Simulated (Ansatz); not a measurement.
# LaAgPt in the AlB2 type: lattice stability ahead of a resistivity run

Question: is the lattice of LaAgPt in the AlB2 type stable, and if so, what are its coupling constant and resistivity?

Method: DFT LDA, scalar-relativistic, plane waves, PAW; PAW set soft_1, in Ansatz 0.2.0.

The structure was built from a prototype and need not be the compound's stable phase.

## 1. Set-up

The structure is hexagonal, space group P-6m2 (No. 187). Conventional cell: a = 4.236 Å, b = 4.236 Å, c = 4.448 Å, α = 90.00°, β = 90.00°, γ = 120.00°. Nearest to La lie 6 Pt at 3.31 Å and 6 Ag at 3.31 Å. Nearest to Ag lie 3 Pt at 2.45 Å and 6 La at 3.31 Å. Nearest to Pt lie 3 Ag at 2.45 Å and 6 La at 3.31 Å. Farther neighbours are not listed.

## 2. Relaxation

Lattice constant and positions set the bands and the force constants, so the cell is relaxed first.

input.yaml

```yaml
crystal:
  lattice:
    - [4.23631, 0.0, 0.0]
    - [-2.11816, 3.66876, 0.0]
    - [0.0, 0.0, 4.44813]
  atoms:
    - { symbol: La, position: [0.0, 0.0, 0.0] }
    - { symbol: Ag, position: [0.33333333, 0.66666667, 0.5] }
    - { symbol: Pt, position: [0.66666667, 0.33333333, 0.5] }
kpoints:
  mp_grid: { grid: [9, 9, 8] }
hamiltonian:
  xc: lda
  pseudopotentials: { kind: paw, azcp: { folder: soft_1 }, xc_functional: pbe }
scf:
  occupations: { method: gaussian, width: 0.1 }
output:
  forces: true
  stress: true
  eigenvalues: true
relax:
  adjacent_minimum: "off"
  f_tol: 0.005
  max_steps: 80
  cell: { stress_tol: 0.05 }
```

Launch:

```
$ ansatz run input.yaml --threads 4 --pin off --max-ram 12288MiB --backend cpu --events-out ev --progress --plain --runs-dir out
```

Numbers of over 12 decimals in the logs are rounded to 6 here.

The program printed:

```text
Engine: ansatz 0.2.0, aarch64-unknown-linux-gnu
Pseudopotentials: kind: paw
Pseudopotential: La, paw, valence charge 11, recommended cutoff 420 eV (normal), soft_1/La.paw.azcp
Pseudopotential: Ag, paw, valence charge 19, recommended cutoff 420 eV (normal), soft_1/Ag.paw.azcp
Pseudopotential: Pt, paw, valence charge 18, recommended cutoff 420 eV (normal), soft_1/Pt.paw.azcp
Functional definition: SPW92
  exchange = slater_x
  correlation = pw_c
Crystal: 3 atoms, lattice volume = 69.133 Å³
Basis set: ecut = 420 eV, 1353 PW (Γ)
Bands: 29, of which v1, the nominal top of the filled ones, is band 24 counted from 1 (23 counted from 0)
Symmetry: 12 space group operations
Space group: P-6m2 (ITA 187), of the structure as read, at distance tolerance 4.1e-5 Å
k-points: 60 of 648 (time reversal used)
Non-local potential: La, projectors of the file, l = 0: 3, l = 1: 2, l = 2: 2, l = 3: 3
Non-local potential: Ag, projectors of the file, l = 0: 3, l = 1: 2, l = 2: 2, l = 3: 1
Non-local potential: Pt, projectors of the file, l = 0: 3, l = 1: 2, l = 2: 2, l = 3: 1
PAW form: soft (Blöchl's): semilocal exchange-correlation on the pseudo side does not see the compensation charge
PAW frozen core: La, regenerated for the run's functional, and the local potential with it (the file was generated under x = pbe(κ = 0.804, μ = 0.219515), c = pbe(β = 0.066725))
PAW frozen core: Ag, regenerated for the run's functional, and the local potential with it (the file was generated under x = pbe(κ = 0.804, μ = 0.219515), c = pbe(β = 0.066725))
PAW frozen core: Pt, regenerated for the run's functional, and the local potential with it (the file was generated under x = pbe(κ = 0.804, μ = 0.219515), c = pbe(β = 0.066725))
PAW one-centre angular grid: La, 590 points (default); XC on 64 Gauss nodes
PAW one-centre angular grid: Ag, 590 points (default); XC on 64 Gauss nodes
PAW one-centre angular grid: Pt, 590 points (default); XC on 64 Gauss nodes
Initial density: superposition of atomic densities (chi_scale 0.1, normalization cell, long waves kept (reshape's long-wave potential 0.00 eV rms))
Initial wavefunctions: pseudopotential atomic-orbital guess
Functional: x = slater, c = lda
SCF iter   1: F=—  HF=-25793.091829 eV  |F-HF|=—  |Δ(HF+E_count)|=         —  Δρ=4.73e-1  dr2=3.04e2  ethr=3.10e-3  ⟨swp⟩=5.0  Hψ=12447  notcnv=0
automatic band count: the SCF goes on with 34 bands, as 29 were too few: the levels above may hold too much charge
preconditioner: auto → Kerker (q_TF=auto, 2.567 Å⁻¹)  [metal: Δε(μ)=0.001 eV  Ē_g=6.311 eV  σ=0.100 eV  W_gap=0.01  n_scr=20 (ndim 8)  ℏωp=24.5 eV  f_vac=0.000  D(μ)=31.42/eV (n_scr^D=876)]
SCF iter   2: F=—  HF=-25784.634862 eV  |F-HF|=—  |Δ(HF+E_count)|=    8.46e0  Δρ=2.21e-1  dr2=6.36e1  ethr=3.10e-3  ⟨swp⟩=3.0  Hψ=4561  notcnv=0  defer=67
SCF iter   3: F=—  HF=-25782.564069 eV  |F-HF|=—  |Δ(HF+E_count)|=    2.07e0  Δρ=9.15e-2  dr2=9.01e0  ethr=3.10e-3  ⟨swp⟩=3.0  Hψ=3713  notcnv=0  defer=27
SCF iter   4: F=—  HF=-25782.179252 eV  |F-HF|=—  |Δ(HF+E_count)|=   3.85e-1  Δρ=4.91e-2  dr2=2.58e0  ethr=3.10e-3  ⟨swp⟩=2.4  Hψ=2850  notcnv=0  defer=2
SCF iter   5: F=—  HF=-25781.991922 eV  |F-HF|=—  |Δ(HF+E_count)|=   1.87e-1  Δρ=2.50e-2  dr2=6.97e-1  ethr=3.10e-3  ⟨swp⟩=2.0  Hψ=2583  notcnv=0  defer=7
SCF iter   6: F=—  HF=-25781.917646 eV  |F-HF|=—  |Δ(HF+E_count)|=   7.43e-2  Δρ=1.59e-2  dr2=2.63e-1  ethr=1.45e-3  ⟨swp⟩=2.0  Hψ=2676  notcnv=0  defer=20
SCF iter   7: F=—  HF=-25781.858750 eV  |F-HF|=—  |Δ(HF+E_count)|=   5.89e-2  Δρ=5.35e-3  dr2=2.50e-2  ethr=5.48e-4  ⟨swp⟩=2.4  Hψ=3230  notcnv=0  defer=33
SCF iter   8: F=—  HF=-25781.850186 eV  |F-HF|=—  |Δ(HF+E_count)|=   8.56e-3  Δρ=1.16e-3  dr2=6.98e-4  ethr=5.21e-5  ⟨swp⟩=2.3  Hψ=3734  notcnv=0  defer=65
SCF iter   9: F=—  HF=-25781.850505 eV  |F-HF|=—  |Δ(HF+E_count)|=   3.18e-4  Δρ=1.33e-3  dr2=2.02e-3  ethr=1.45e-6  ⟨swp⟩=2.0  Hψ=3901  notcnv=0  defer=73
SCF iter  10: F=—  HF=-25781.849988 eV  |F-HF|=—  |Δ(HF+E_count)|=   5.17e-4  Δρ=5.48e-4  dr2=3.15e-4  ethr=1.45e-6  ⟨swp⟩=2.0  Hψ=3395  notcnv=0  defer=73
SCF iter  11: F=—  HF=-25781.849895 eV  |F-HF|=—  |Δ(HF+E_count)|=   9.25e-5  Δρ=1.04e-4  dr2=9.96e-6  ethr=6.55e-7  ⟨swp⟩=2.0  Hψ=2853  notcnv=0  defer=73
SCF iter  12: F=—  HF=-25781.849903 eV  |F-HF|=—  |Δ(HF+E_count)|=   7.59e-6  Δρ=2.51e-5  dr2=6.82e-7  ethr=2.07e-8  ⟨swp⟩=2.0  Hψ=3070  notcnv=0  defer=66
SCF iter  13: F=-25781.849903 eV  HF=-25781.849903 eV  |F-HF|=1.21e-8  |Δ(HF+E_count)|=   2.28e-7  Δρ=3.38e-6  dr2=1.45e-8  ethr=2.08e-10  ⟨swp⟩=7.3  Hψ=9752  notcnv=0
SCF 1 converged in 13 iterations: F = -25781.849903 eV  dr2 = 1.45e-8
  greatest PAW one-centre occupation: 1.001 electrons in one spin orbital (limit 2), on the Ag atom at site 1 (counted from 0), in its partial waves of l = 0
relax step   1: F+E_penalty+E_count = -25781.84990272 eV  Δ(F+E_penalty+E_count) = +0.000e0 eV  max|allowed force component| = 1.927e-16 eV/Å  Δτ_max = 0.0000 Å  P = +5.136 GPa  Ω = 69.133 Å³  (13 SCF iters, dr2 threshold 1.00e-7 eV, accepted)
Crystal: 3 atoms, lattice volume = 70.601 Å³
Basis set: ecut = 420 eV, 1389 PW (Γ)
Bands: 34, of which v1, the nominal top of the filled ones, is band 24 counted from 1 (23 counted from 0)
Initial density: handed on by an earlier stage of this run
Initial wavefunctions: those handed on with the density
iter 1 solved again at ethr=1.14e-4 eV; its pass at ethr=3.10e-3 eV (dr2=5.49e-2 eV) is discarded
SCF iter   1: F=—  HF=-25782.293248 eV  |F-HF|=—  |Δ(HF+E_count)|=         —  Δρ=6.65e-3  dr2=5.33e-2  ethr=1.14e-4  ⟨swp⟩=2.0  Hψ=12129  notcnv=0
preconditioner: auto → Kerker (q_TF=auto, 2.558 Å⁻¹)  [metal: Δε(μ)=0.045 eV  Ē_g=8.034 eV  σ=0.100 eV  W_gap=0.25  n_scr=20 (ndim 8)  ℏωp=24.2 eV  f_vac=0.000  D(μ)=2.03/eV (n_scr^D=20)]
SCF iter   2: F=—  HF=-25782.283121 eV  |F-HF|=—  |Δ(HF+E_count)|=   1.01e-2  Δρ=3.15e-3  dr2=1.00e-2  ethr=1.11e-4  ⟨swp⟩=2.4  Hψ=2949  notcnv=0
SCF iter   3: F=—  HF=-25782.280550 eV  |F-HF|=—  |Δ(HF+E_count)|=   2.57e-3  Δρ=1.27e-3  dr2=2.47e-3  ethr=2.09e-5  ⟨swp⟩=1.9  Hψ=2789  notcnv=0
SCF iter   4: F=—  HF=-25782.279873 eV  |F-HF|=—  |Δ(HF+E_count)|=   6.77e-4  Δρ=2.94e-4  dr2=8.79e-5  ethr=5.14e-6  ⟨swp⟩=2.0  Hψ=2617  notcnv=0
SCF iter   5: F=—  HF=-25782.279860 eV  |F-HF|=—  |Δ(HF+E_count)|=   1.33e-5  Δρ=1.70e-4  dr2=2.71e-5  ethr=1.83e-7  ⟨swp⟩=2.0  Hψ=3293  notcnv=0
SCF iter   6: F=—  HF=-25782.279854 eV  |F-HF|=—  |Δ(HF+E_count)|=   5.67e-6  Δρ=5.27e-5  dr2=2.44e-6  ethr=5.65e-8  ⟨swp⟩=2.0  Hψ=2816  notcnv=0
SCF iter   7: F=-25782.279854 eV  HF=-25782.279854 eV  |F-HF|=4.16e-8  |Δ(HF+E_count)|=   3.09e-7  Δρ=1.13e-5  dr2=1.14e-7  ethr=6.25e-10  ⟨swp⟩=5.1  Hψ=10516  notcnv=0
SCF 2 converged in 7 iterations: F = -25782.279854 eV  dr2 = 1.14e-7
relax step   2: F+E_penalty+E_count = -25782.27985359 eV  Δ(F+E_penalty+E_count) = -4.300e-1 eV  max|allowed force component| = 8.481e-17 eV/Å  Δτ_max = 0.0000 Å  P = -0.712 GPa  Ω = 70.601 Å³  energy of the carried Pulay correction = -4.361e-4 eV  (7 SCF iters, dr2 threshold 3.00e-7 eV, accepted)
Crystal: 3 atoms, lattice volume = 68.340 Å³
Basis set: ecut = 420 eV, 1339 PW (Γ)
iter 1 solved again at ethr=1.12e-4 eV; its pass at ethr=3.10e-3 eV (dr2=5.38e-2 eV) is discarded
SCF iter   1: F=—  HF=-25782.474098 eV  |F-HF|=—  |Δ(HF+E_count)|=         —  Δρ=6.42e-3  dr2=5.30e-2  ethr=1.12e-4  ⟨swp⟩=2.0  Hψ=12527  notcnv=0
preconditioner: auto → Kerker (q_TF=auto, 2.572 Å⁻¹)  [metal: Δε(μ)=0.051 eV  Ē_g=7.986 eV  σ=0.100 eV  W_gap=0.28  n_scr=20 (ndim 8)  ℏωp=24.6 eV  f_vac=0.000  D(μ)=2.34/eV (n_scr^D=20)]
SCF iter   2: F=—  HF=-25782.464208 eV  |F-HF|=—  |Δ(HF+E_count)|=   9.89e-3  Δρ=2.71e-3  dr2=6.22e-3  ethr=1.10e-4  ⟨swp⟩=2.0  Hψ=2981  notcnv=0
SCF iter   3: F=—  HF=-25782.462842 eV  |F-HF|=—  |Δ(HF+E_count)|=   1.37e-3  Δρ=1.44e-3  dr2=2.04e-3  ethr=1.30e-5  ⟨swp⟩=2.1  Hψ=2902  notcnv=0
SCF iter   4: F=—  HF=-25782.462156 eV  |F-HF|=—  |Δ(HF+E_count)|=   6.86e-4  Δρ=4.89e-4  dr2=2.11e-4  ethr=4.26e-6  ⟨swp⟩=2.1  Hψ=3239  notcnv=0
SCF iter   5: F=—  HF=-25782.462103 eV  |F-HF|=—  |Δ(HF+E_count)|=   5.34e-5  Δρ=1.60e-4  dr2=2.34e-5  ethr=4.39e-7  ⟨swp⟩=2.0  Hψ=3344  notcnv=0
SCF iter   6: F=—  HF=-25782.462096 eV  |F-HF|=—  |Δ(HF+E_count)|=   6.34e-6  Δρ=3.77e-5  dr2=1.34e-6  ethr=4.87e-8  ⟨swp⟩=2.2  Hψ=3115  notcnv=0
SCF iter   7: F=-25782.462096 eV  HF=-25782.462096 eV  |F-HF|=1.40e-8  |Δ(HF+E_count)|=   1.82e-7  Δρ=9.65e-6  dr2=7.98e-8  ethr=6.25e-10  ⟨swp⟩=7.3  Hψ=10365  notcnv=0
SCF 3 converged in 7 iterations: F = -25782.462096 eV  dr2 = 7.98e-8
relax step   3: F+E_penalty+E_count = -25782.46209613 eV  Δ(F+E_penalty+E_count) = -1.822e-1 eV  max|allowed force component| = 5.243e-17 eV/Å  Δτ_max = 0.0000 Å  P = +0.503 GPa  Ω = 68.340 Å³  energy of the carried Pulay correction = -4.286e-5 eV  (7 SCF iters, dr2 threshold 3.00e-7 eV, accepted)
[...]
relax step   4: F+E_penalty+E_count = -25782.58245725 eV  Δ(F+E_penalty+E_count) = -1.204e-1 eV  max|allowed force component| = 3.084e-17 eV/Å  Δτ_max = 0.0000 Å  P = +0.456 GPa  Ω = 66.823 Å³  energy of the carried Pulay correction = +1.952e-4 eV  (7 SCF iters, dr2 threshold 3.00e-7 eV, accepted)
[...]
relax step   5: F+E_penalty+E_count = -25782.60817709 eV  Δ(F+E_penalty+E_count) = -2.572e-2 eV  max|allowed force component| = 7.401e-17 eV/Å  Δτ_max = 0.0000 Å  P = +0.343 GPa  Ω = 65.728 Å³  energy of the carried Pulay correction = +3.706e-4 eV  (7 SCF iters, dr2 threshold 3.00e-7 eV, accepted)
[...]
relax step   6: F+E_penalty+E_count = -25782.60841258 eV  Δ(F+E_penalty+E_count) = -2.355e-4 eV  max|allowed force component| = 7.401e-17 eV/Å  Δτ_max = 0.0000 Å  P = +0.017 GPa  Ω = 65.980 Å³  energy of the carried Pulay correction = +3.171e-4 eV  (6 SCF iters, dr2 threshold 3.00e-7 eV, accepted)
[...]
relax step   7: F+E_penalty+E_count = -25782.60993219 eV  Δ(F+E_penalty+E_count) = -1.520e-3 eV  max|allowed force component| = 6.785e-17 eV/Å  Δτ_max = 0.0000 Å  P = +0.058 GPa  Ω = 65.980 Å³  stress off target by 8.44e-2 GPa  SCF on the basis re-selected at this cell (its energy is not comparable with the rows above)  (7 SCF iters)
[...]
relax step   8: F+E_penalty+E_count = -25782.60994018 eV  Δ(F+E_penalty+E_count) = -7.996e-6 eV  max|allowed force component| = 4.934e-17 eV/Å  Δτ_max = 0.0000 Å  P = +0.006 GPa  Ω = 65.994 Å³  energy of the carried Pulay correction = -4.527e-6 eV  (4 SCF iters, dr2 threshold 1.78e-8 eV, accepted)
iter 1 solved again at ethr=3.00e-8 eV; its pass at ethr=3.10e-3 eV (dr2=1.44e-5 eV) is discarded
SCF iter   1: F=—  HF=-25782.609937 eV  |F-HF|=—  |Δ(HF+E_count)|=         —  Δρ=6.70e-5  dr2=6.33e-8  ethr=3.00e-8  ⟨swp⟩=3.0  Hψ=12649  notcnv=0
SCF iter   2: F=—  HF=-25782.609945 eV  |F-HF|=—  |Δ(HF+E_count)|=   8.76e-6  Δρ=3.40e-5  dr2=1.67e-8  ethr=1.32e-10  ⟨swp⟩=2.1  Hψ=3440  notcnv=0
SCF iter   3: F=—  HF=-25782.609946 eV  |F-HF|=—  |Δ(HF+E_count)|=   5.10e-7  Δρ=7.75e-7  dr2=5.75e-10  ethr=3.47e-11  ⟨swp⟩=1.0  Hψ=2040  notcnv=0
SCF iter   4: F=—  HF=-25782.609946 eV  |F-HF|=—  |Δ(HF+E_count)|=  7.28e-11  Δρ=2.68e-7  dr2=6.73e-11  ethr=1.20e-12  ⟨swp⟩=2.0  Hψ=2435  notcnv=0
SCF iter   5: F=-25782.609946 eV  HF=-25782.609946 eV  |F-HF|=3.64e-12  |Δ(HF+E_count)|=  1.09e-11  Δρ=9.46e-8  dr2=7.26e-12  ethr=1.00e-12  ⟨swp⟩=5.3  Hψ=8125  notcnv=0
SCF 9 converged in 5 iterations: F = -25782.609946 eV  dr2 = 7.26e-12
relax step   9: F+E_penalty+E_count = -25782.60994582 eV  Δ(F+E_penalty+E_count) = -5.640e-6 eV  max|allowed force component| = 4.934e-17 eV/Å  Δτ_max = 0.0000 Å  P = +0.006 GPa  Ω = 65.994 Å³  stress off target by 9.70e-3 GPa  SCF on the basis re-selected at this cell (its energy is not comparable with the rows above)  (5 SCF iters)
basis re-selected at this cell: Δ(F+E_penalty+E_count) = -5.640e-6 eV, ΔP = -0.000 GPa vs the last step (what re-selecting the basis moved, of the pressure what is left beyond the Pulay correction that the steps carried, after the strain that the cell walked since its last selection, with what the two solves' SCF thresholds leave and, on support functions, any second-order correction that the steps lacked; it is no m [...]
SCF converged after 5 iterations
Free energy (F): -25782.609946 eV
Harris-Foulkes:  -25782.609946 eV  (|F-HF|=3.64e-12)
Internal energy: -25782.603144 eV  (E = F + TS)
E sigma→0 (E₀):  -25782.606545 eV
Entropy (-TS):   -0.006802 eV (-2.267 meV/atom)
Fermi energy:    15.707797 eV
--- Per-component energies (eV) ---
  E_band       = -526.620352
  E_kinetic    = 1256.173638
  E_local      = -5111.346685  (includes V_loc(G=0)·N_el)
  E_nonlocal   = 341.765236
  E_hartree    = 2256.601800
  E_xc         = -532.890996
  E_vxc        = -619.492767  (∫ρ·V_xc dr)
  E_paw        = -18276.497996  (= ΣΔE_a)
  E_vpaw       = -906.924784  (= ΣTr[D̂ρ^β])
  E_aug_tail   = 0.001457  (compensation charges beyond the density's cutoff)
  E_ewald      = -5717.920140
  E_core_change = 1.510542  (= ΣΔE_core)
  E_smearing   = -0.006802  (= −TS)
  E_closure    = -0.000000  (closes the sum)
  Σ components = -25782.609946   (vs F -25782.609946, Δ=0.00e0)
--- Forces (eV/Å), atoms counted from 1 ---
  atom   1  La    -0.00000000     0.00000000     0.00000000
  atom   2  Ag     0.00000000    -0.00000000     0.00000000
  atom   3  Pt     0.00000000    -0.00000000     0.00000000
  max |Σ_I F_I| component: 9.25e-17 eV/Å
--- Stress (GPa, compression-positive) ---
        0.009703      -0.000000       0.000000
        0.000000       0.009703       0.000000
        0.000000       0.000000      -0.001228
  P = ⅓ Tr σ = 0.0061 GPa (0.061 kbar)
--- Band table (eV; the first three rows and the last of 60) ---
  k-point 0: bands = [... 20 lower, 12.5584, 13.3121, 13.3121, 16.0021, 16.0021, 16.5235, 17.6232, 17.6941, ... 6 higher]
  k-point 1: bands = [... 20 lower, 12.6178, 13.3356, 13.3356, 16.2624, 16.2624, 16.7518, 17.5080, 17.7160, ... 6 higher]
  k-point 2: bands = [... 20 lower, 13.0596, 13.3037, 13.3037, 16.7658, 16.8333, 16.8333, 17.3226, 17.6663, ... 6 higher]
  k-point 59: bands = [... 20 lower, 13.3285, 13.4528, 14.4006, 14.4299, 16.0470, 16.1606, 17.5189, 17.7647, ... 6 higher]
--- Relaxed structure (7 steps of the walk, 7 accepted, 2 SCFs on fresh bases) ---
  F+E_penalty+E_count = -25782.60994582 eV   max|allowed force component| = 4.934e-17 eV/Å   (the final SCF, on the basis selected at the relaxed cell)
  cell:  # Å, volume = 65.9942 Å³
    - [4.569172, 3.1135702298515252e-6, 0.0]
    - [-2.284589, 3.957017, 0.0]
    - [0.0, 0.0, 3.650060]
  atoms:
    - { symbol: La, position: [0, 0, 0.0] }
    - { symbol: Ag, position: [0.333333, 0.666667, 0.500000] }
    - { symbol: Pt, position: [0.666667, 0.333333, 0.500000] }
```

Run time: 46 s. Hardware: 4 threads of Arm Neoverse V1, shared host; peak memory 0.54 GiB.

Step by step:

```csv
step,energy less that of the first step (eV),largest force component (eV/Å),pressure (GPa),volume (Å³)
1,0.0000,0.0000,5.14,69.13
2,-0.4300,0.0000,-0.71,70.60
3,-0.6122,0.0000,0.50,68.34
4,-0.7326,0.0000,0.46,66.82
5,-0.7583,0.0000,0.34,65.73
6,-0.7585,0.0000,0.02,65.98
7*,-0.7600,0.0000,0.06,65.98
8,-0.7600,0.0000,0.01,65.99
9*,-0.7600,0.0000,0.01,65.99
```

Relaxation steps marked * repeat the geometry before them on a plane-wave basis chosen anew for their cell, so energy and pressure can jump there.

Forces are held to the 12 operations that the run works with; a distortion that breaks them can't arise in this run.

```csv
cell as run,before,after,change
a (Å),4.236,4.569,+7.9 %
b (Å),4.236,4.569,+7.9 %
c (Å),4.448,3.650,-17.9 %
volume (Å³/atom),23.04,22.00,-4.5 %
```

The relaxed structure:

```cif
data_structure
_symmetry_space_group_name_H-M 'P 1'
_symmetry_Int_Tables_number 1
_cell_length_a 4.5692
_cell_length_b 4.5692
_cell_length_c 3.6501
_cell_angle_alpha 90.000
_cell_angle_beta 90.000
_cell_angle_gamma 120.000
_cell_volume 65.99
loop_
_atom_site_label
_atom_site_type_symbol
_atom_site_fract_x
_atom_site_fract_y
_atom_site_fract_z
_atom_site_occupancy
La1 La 0.00000 0.00000 0.00000 1
Ag2 Ag 0.33333 0.66667 0.50000 1
Pt3 Pt 0.66667 0.33333 0.50000 1
```

This step gave:

```yaml
pressure: 0.006060 GPa
volume_per_atom: 22.00 Å³/atom
metallic_on_mesh: yes
gap_on_the_k_mesh: 0 eV
```

The largest force is now zero by symmetry and the largest stress component 0.0097 GPa.

## 3. Tight relaxation

No force is left; the cell is relaxed once more with another smearing and tight thresholds.

input.yaml, the sections that differ from step 2:

```yaml
crystal:
  lattice:
    - [4.5691718332, 3.1136e-06, 0.0]
    - [-2.284588613, 3.957017325, 0.0]
    - [0.0, 0.0, 3.6500596295]
  atoms:
    - { symbol: La, position: [0.0, 0.0, 0.0] }
    - { symbol: Ag, position: [0.3333333333, 0.6666666667, 0.5] }
    - { symbol: Pt, position: [0.6666666667, 0.3333333333, 0.5] }
scf:
  occupations: { method: methfessel_paxton, width: 0.2 }
relax:
  adjacent_minimum: "off"
  f_tol: 0.001
  max_steps: 60
  cell: { stress_tol: 0.01 }
# kpoints, hamiltonian, output: as in step 2
```

The program printed:

```text
[the first part of the log is left out]
  E_paw        = -18276.516107  (= ΣΔE_a)
  E_vpaw       = -906.959283  (= ΣTr[D̂ρ^β])
  E_aug_tail   = 0.001456  (compensation charges beyond the density's cutoff)
  E_ewald      = -5718.362094
  E_core_change = 1.510542  (= ΣΔE_core)
  E_smearing   = 0.004398  (= −TS)
  E_closure    = -0.000000  (closes the sum)
  Σ components = -25782.604598   (vs F -25782.604598, Δ=0.00e0)
[...]
--- Stress (GPa, compression-positive) ---
        0.009058      -0.000000       0.000000
       -0.000000       0.009058       0.000000
        0.000000       0.000000       0.003156
  P = ⅓ Tr σ = 0.0071 GPa (0.071 kbar)
--- Band table (eV; the first three rows and the last of 60) ---
[...]
--- Relaxed structure (2 steps of the walk, 2 accepted, 1 SCFs on fresh bases) ---
[...]
cell:  # Å, volume = 65.9826 Å³
    - [4.569173, 3.113567733629432e-6, 0]
    - [-2.284589, 3.957018, 0]
    - [0, 0, 3.649417]
  atoms:
    - { symbol: La, position: [0, 0, 0] }
    - { symbol: Ag, position: [0.333333, 0.666667, 0.500000] }
    - { symbol: Pt, position: [0.666667, 0.333333, 0.500000] }
```

Elapsed: 16 s, on 4 threads; peak memory 0.52 GiB.

Little changed from the start: no atom moved by 0.005 Å and no cell edge by 0.1 %.

This step gave:

```
pressure        : 0.007091 GPa
volume per atom : 21.99 Å³/atom
```

The largest force is now zero by symmetry and the largest stress component 0.0091 GPa, small enough for phonons.

(Part 1 of 2 ends here.)

[Logs are printed without paths, hosts, clocks, repeated set-up lines and the standing remarks that a program may print on its own settings, such as how far it seeks lower states.]

[Hosts, paths, dates, database ids (printed as entryN), source tags and the programs' standing remarks are cut or masked in the printed files.]
